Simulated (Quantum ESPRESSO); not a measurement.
# Wannier-interpolated electron–phonon scattering in Nb (Im-3m)

The plan: phonons and Wannier functions of Nb (Im-3m), and, if the interpolated phonons are stable, its coupling and resistivity.

Calculated with Quantum ESPRESSO 7.5; DFT PBE, scalar-relativistic, plane waves, PseudoDojo 0.4.1 norm-conserving pseudopotentials.

This is a report of a sequence of runs, with the program logs left out and the cost of each run kept.

The database entry behind the starting cell differs from other determinations of this structure, so it need not match the best structure at room temperature.

### 1. Set-up

Symmetry: Im-3m, No. 229, cubic system. The conventional cell has a = 3.328 Å, b = 3.328 Å, c = 3.328 Å, α = 90.00°, β = 90.00°, γ = 90.00°. Nearest to Nb lie 8 Nb at 2.88 Å.

### 2. Relaxation

The cell is relaxed under the functional used for all that follows.

relax.in

```
 &control
    calculation='vc-relax',
    prefix='x',
    outdir='./tmp',
    pseudo_dir='./pseudo',
    tprnfor=.true.,
    tstress=.true.,
    etot_conv_thr=1.0d-05,
    forc_conv_thr=4.0d-04,
 /
 &system
    ibrav=0,
    nat=1,
    ntyp=1,
    ecutwfc=82.0,
    occupations='smearing',
    smearing='mv',
    degauss=0.02,
 /
 &electrons
    conv_thr=1.0d-11,
 /
 &ions
 /
 &cell
    press_conv_thr=0.4,
 /
ATOMIC_SPECIES
 Nb     92.9064  Nb.upf
CELL_PARAMETERS angstrom
    -1.663950000    1.663950000    1.663950000
     1.663950000   -1.663950000    1.663950000
     1.663950000    1.663950000   -1.663950000
ATOMIC_POSITIONS crystal
 Nb     0.000000000   0.000000000   0.000000000
K_POINTS automatic
 12 12 12 0 0 0
```

Command:

```bash
OMP_NUM_THREADS=1 mpirun -n 4 pw.x -nk 4 -in relax.in > relax.out
```

It took 10 s on 4 MPI ranks of Arm Neoverse V2, shared host.

This step gave:

```yaml
free_energy: -1694.8839 eV
pressure: -0.007000 GPa
volume_per_atom: 18.14 Å³/atom
n_steps: 4
```

The volume ends at 18.14 Å³ an atom, -1.6 % from the start.

### 3. Ground state

Linear response needs a tightly converged ground state.

scf.in

```
 &control
    calculation='scf',
    prefix='x',
    outdir='./tmp',
    pseudo_dir='./pseudo',
    tprnfor=.true.,
    tstress=.true.,
 /
 &system
    ibrav=0,
    nat=1,
    ntyp=1,
    ecutwfc=82.0,
    occupations='smearing',
    smearing='mv',
    degauss=0.02,
 /
 &electrons
    conv_thr=1.0d-12,
 /
ATOMIC_SPECIES
 Nb     92.9064  Nb.upf
CELL_PARAMETERS angstrom
    -1.655208900    1.655208900    1.655208900
     1.655208900   -1.655208900    1.655208900
     1.655208900    1.655208900   -1.655208900
ATOMIC_POSITIONS crystal
 Nb     0.000000000   0.000000000   0.000000000
K_POINTS automatic
 12 12 12 0 0 0
```

Command:

```bash
OMP_NUM_THREADS=1 mpirun -n 4 pw.x -nk 4 -in scf.in > scf.out
```

It took 3.3 s on 4 MPI ranks.

Numbers from this step:

```yaml
fermi_energy: 17.82 eV
```

The Fermi level lies at 17.82 eV and the pressure is -0.0070 GPa.

### 4. Phonons on the coarse mesh

ph.x gives the dynamical matrices and the changes of the potential on a coarse q mesh, which EPW interpolates.

ph.in

```
phonons
 &inputph
    prefix='x',
    outdir='./tmp',
    tr2_ph=1.0d-14,
    fildyn='x.dyn',
    fildvscf='dvscf',
    ldisp=.true.,
    nq1=4,
    nq2=4,
    nq3=4,
    alpha_mix(1)=0.5,
    amass(1)=92.9064,
 /
```

Command:

```bash
OMP_NUM_THREADS=1 mpirun -n 4 ph.x -nk 4 -in ph.in > ph.out
```

Wall time 11 min (4 MPI ranks); 43 min of CPU time.

Numbers from this step:

- lowest frequency off the zone centre: 70.37 cm⁻¹
- largest magnitude of the acoustic modes at the zone centre, before the sum rule: 6.234 cm⁻¹

Frequencies at the irreducible wavevectors:

```tsv
q1	q2	q3	star	mode 1 (cm⁻¹)	mode 2 (cm⁻¹)	mode 3 (cm⁻¹)
0	0	0	1	6.2	6.2	6.2
0	0	0.25	12	70.4	91.1	135.1
0	0	-0.5	6	132	168.7	173.7
0	0.25	0.25	24	118.4	119.4	190.1
0.25	0.25	0.25	2	165.5	165.5	165.5
0.25	0.25	-0.25	6	108	108	194.6
0.25	-0.5	-0.5	12	125.1	177.1	189.7
-0.5	-0.5	-0.5	1	208.3	208.3	208.3
```

The lowest mode off the zone centre lies at 70.4 cm⁻¹ and the highest of all solved modes at 208 cm⁻¹, so the solved wavevectors are stable. The acoustic modes at the centre lie within 6.2 cm⁻¹ of zero before the sum rule is imposed.

### 5. Bands for the check

Bands on a path, off the coarse mesh, serve later as the test of the Wannier interpolation.

bands.in

```
 &control
    calculation='bands',
    prefix='x',
    outdir='./tmp',
    pseudo_dir='./pseudo',
    verbosity='high',
 /
 &system
    ibrav=0,
    nat=1,
    ntyp=1,
    ecutwfc=82.0,
    occupations='smearing',
    smearing='mv',
    degauss=0.02,
    nbnd=29,
 /
 &electrons
    conv_thr=1.0d-10,
 /
ATOMIC_SPECIES
 Nb     92.9064  Nb.upf
CELL_PARAMETERS angstrom
    -1.655208900    1.655208900    1.655208900
     1.655208900   -1.655208900    1.655208900
     1.655208900    1.655208900   -1.655208900
ATOMIC_POSITIONS crystal
 Nb     0.000000000   0.000000000   0.000000000
K_POINTS crystal
70
 0.00000000 0.00000000 0.00000000 0.01428571
 0.02941176 -0.02941176 0.02941176 0.01428571
 0.05882353 -0.05882353 0.05882353 0.01428571
 0.08823529 -0.08823529 0.08823529 0.01428571
[the list of k-points goes on]
```

Command:

```bash
OMP_NUM_THREADS=1 mpirun -n 4 pw.x -nk 4 -in bands.in > bands.out
```

It took 5.7 s on 4 MPI ranks.

### 6. States on the coarse mesh

Wannier functions need the states on a full uniform k mesh that is a multiple of the q mesh.

nscf.in

```
 &control
    calculation='nscf',
    prefix='x',
    outdir='./tmp',
    pseudo_dir='./pseudo',
    verbosity='high',
 /
 &system
    ibrav=0,
    nat=1,
    ntyp=1,
    ecutwfc=82.0,
    occupations='smearing',
    smearing='mv',
    degauss=0.02,
    nbnd=29,
 /
 &electrons
    conv_thr=1.0d-11,
 /
ATOMIC_SPECIES
 Nb     92.9064  Nb.upf
CELL_PARAMETERS angstrom
    -1.655208900    1.655208900    1.655208900
     1.655208900   -1.655208900    1.655208900
     1.655208900    1.655208900   -1.655208900
ATOMIC_POSITIONS crystal
 Nb     0.000000000   0.000000000   0.000000000
K_POINTS crystal
512
 0.00000000 0.00000000 0.00000000 0.00195312
 0.00000000 0.00000000 0.12500000 0.00195312
 0.00000000 0.00000000 0.25000000 0.00195312
 0.00000000 0.00000000 0.37500000 0.00195312
[the list of k-points goes on]
```

Command:

```bash
OMP_NUM_THREADS=1 mpirun -n 4 pw.x -nk 4 -in nscf.in > nscf.out
```

Run time: 43 s. Hardware: 4 MPI ranks.

Numbers from this step:

```
Fermi energy : 17.74 eV
```

### 7. Wannier functions and couplings

Projections Nb s, p, d start 9 Wannier functions; states up to 2.5 eV over the Fermi level are frozen, and the projected functions are kept without minimising their spreads. Hamiltonian, force constants and couplings go to real space.

epw1.in

```
--
 &inputepw
    prefix='x',
    outdir='./tmp',
    dvscf_dir='./save',
    elph=.true.,
    etf_mem=1,
    nbndsub=9,
    bands_skipped='exclude_bands = 1-4',
    use_ws=.true.,
    vme='wannier',
    asr_typ='crystal',
    nk1=8,
    nk2=8,
    nk3=8,
    nq1=4,
    nq2=4,
    nq3=4,
    amass(1)=92.9064,
    epwwrite=.true.,
    epwread=.false.,
    wannierize=.true.,
    num_iter=0,
    dis_win_max=57.82,
    dis_froz_max=20.318,
    proj(1)='Nb:s;p;d',
    wdata(1)='dis_num_iter = 600',
    wdata(2)='guiding_centres = .true.',
    wdata(3)='num_print_cycles = 50',
    wdata(4)='dis_mix_ratio = 0.7',
    band_plot=.true.,
    filkf='path.dat',
    filqf='path.dat',
    fsthick=100.0,
    efermi_read=.true.,
    fermi_energy=17.8179,
 /
```

Command:

```bash
OMP_NUM_THREADS=1 mpirun -n 4 epw.x -nk 4 -in epw1.in > epw1.out
```

Wall time 6.1 min (4 MPI ranks).

Numbers from this step:

| Quantity | Value |
| --- | --- |
| r.m.s. error of the interpolated bands from 2 eV under to 1 eV over the Fermi level | 6.6 meV |
| largest error in that range | 26.2 meV |
| lowest interpolated frequency on the path | -35.2 cm⁻¹ |

Electronic bands along the path, in eV, zero at the Fermi level; # counts the bands kept:

```tsv
point	#1	#2	#3	#4	#5	#6
Γ	-5.88	0.39	0.39	0.39	3.27	3.27
0.47 of the way	-2.67	-0.74	0.84	0.84	2.30	4.64
H	-3.66	-3.66	5.58	5.58	5.58	9.06
halfway	-2.70	-1.75	0.84	1.76	5.95	7.98
N	-3.67	-1.62	2.28	3.30	3.98	6.34
halfway	-3.95	-0.74	-0.08	2.69	2.76	3.42
Γ	-5.88	0.39	0.39	0.39	3.27	3.27
halfway	-2.96	-1.08	-1.08	3.32	3.32	4.63
P	-1.07	-1.07	-1.07	4.11	4.11	9.44
halfway	-1.56	-1.56	-1.23	3.80	3.80	10.46
H	-3.66	-3.66	5.58	5.58	5.58	9.06
```

The same for Wannier interpolation:

```tsv
point	#1	#2	#3	#4	#5	#6
Γ	-5.88	0.39	0.39	0.39	3.62	3.62
H	-3.66	-3.66	5.62	5.62	5.62	11.90
N	-3.67	-1.62	2.28	3.41	4.24	6.34
Γ	-5.88	0.39	0.39	0.39	3.62	3.62
P	-1.07	-1.07	-1.07	4.11	4.11	9.45
H	-3.66	-3.66	5.62	5.62	5.62	11.90
```

The phonon branches at the labelled points (cm⁻¹):

```tsv
point	branch 1	branch 2	branch 3
Γ	0	0	0
0.47 of the way	94	94	196
H	208	208	208
halfway	125	177	190
N	132	169	174
halfway	70	91	135
Γ	0	0	0
halfway	74	74	171
P	165	165	165
halfway	118	170	170
H	208	208	208
```

Near the Fermi level the interpolated bands miss those of pw.x by 7 meV r.m.s. and 26 meV at most, small against the features of the Fermi surface. The interpolated phonons go imaginary on the path, to 35.2i cm⁻¹.

### 8. Summary of results

| Quantity | Value |
| --- | --- |
| lowest solved frequency off the zone centre | 70.4 cm⁻¹ |
| lowest interpolated frequency on the path | -35.2 cm⁻¹ |
| band error of the Wannier functions | 7 meV r.m.s. |

What this shows: Step 7: Of the bands kept, 2 cross the Fermi level on this path. Step 7: On this path the spectrum ends at 208 cm⁻¹ (at H). Step 7: A branch goes imaginary (drawn negative), down to -35.2 cm⁻¹ between Γ and H, between computed points or near Γ, where interpolation can make such dips. Off the zone centre all modes solved on the 4×4×4 mesh are real, but the Fourier interpolation between them turns a branch imaginary, down to 35.2i cm⁻¹. Force constants of long range, as near Kohn anomalies, are cut off by so coarse a mesh; a finer q mesh is needed before couplings can be summed, so the chain stops without λ or ρ.

[Long decimals in the printed logs are rounded to 6 places.]

[The logs of pw.x and epw.x are selected lines.]

[Logs are printed without paths, hosts, clocks, repeated set-up lines and the standing remarks that a program may print on its own settings, such as how far it seeks lower states.]

[Hosts, paths, dates, database ids (printed as entryN), source tags and the programs' standing remarks are cut or masked in the printed files.]

[Where an α²F curve comes without its own λ, its integral differs from the program's λ by over 10 % or holds noise near zero frequency.]
